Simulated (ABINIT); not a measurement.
Planning a run of ABINIT 10.8.3 on GaAs (F-43m). The input:

```
acell 3*1.0 Angstrom
rprim 
  0.000000000000 2.826850000000 2.826850000000
  2.826850000000 0.000000000000 2.826850000000
  2.826850000000 2.826850000000 0.000000000000
ntypat 2
znucl 31 33
natom 2
typat 1 2
xred 
  0.000000000000 0.000000000000 0.000000000000
  0.250000000000 0.250000000000 0.250000000000
pp_dirpath "pseudos"
pseudos "Ga.upf, As.upf"
ecut 45
nspinor 2
ngkpt 4 4 4
nshiftk 1
shiftk 0 0 0
kptopt 1
chksymbreak 0
istwfk *1
occopt 1
irdwfk 1
optdriver 3
nband 124
ecuteps 4.4
inclvkb 0
awtr 1
symchi 1
indata_prefix "in"
outdata_prefix "out"
tmpdata_prefix "tmp"
```

```sh
OMP_NUM_THREADS=1 mpirun -n 8 abinit run.abi > log
```

Q: Estimate wall time and host memory on 8 MPI ranks of Arm Neoverse V2, shared host.

It took 86 s; on shared hardware allow 43 s to 2.9 min. Peak host memory was 3.9 GiB.

[Paths, hosts, dates, memory and timing lines, banners, echoed tables and standing remarks are left out of the program output.]

[Logs are printed without paths, hosts, clocks, repeated set-up lines and the standing remarks that a program may print on its own settings, such as how far it seeks lower states.]

[Runs of the session that timed out or met a known fault of the program may be left out.]

[Hosts, paths, dates, database ids (printed as entryN), source tags and the programs' standing remarks are cut or masked in the printed files.]

[G0W0 gaps are taken among the corrected bands and points alone; a level outside them can change the order at an edge.]

[Where Ansatz stands beside ABINIT at settings called matched, ABINIT's density can come from a denser mesh and the files from another edition; pairs whose starting gaps differed by over 0.03 eV were left out, so agreement reads better than it is.]
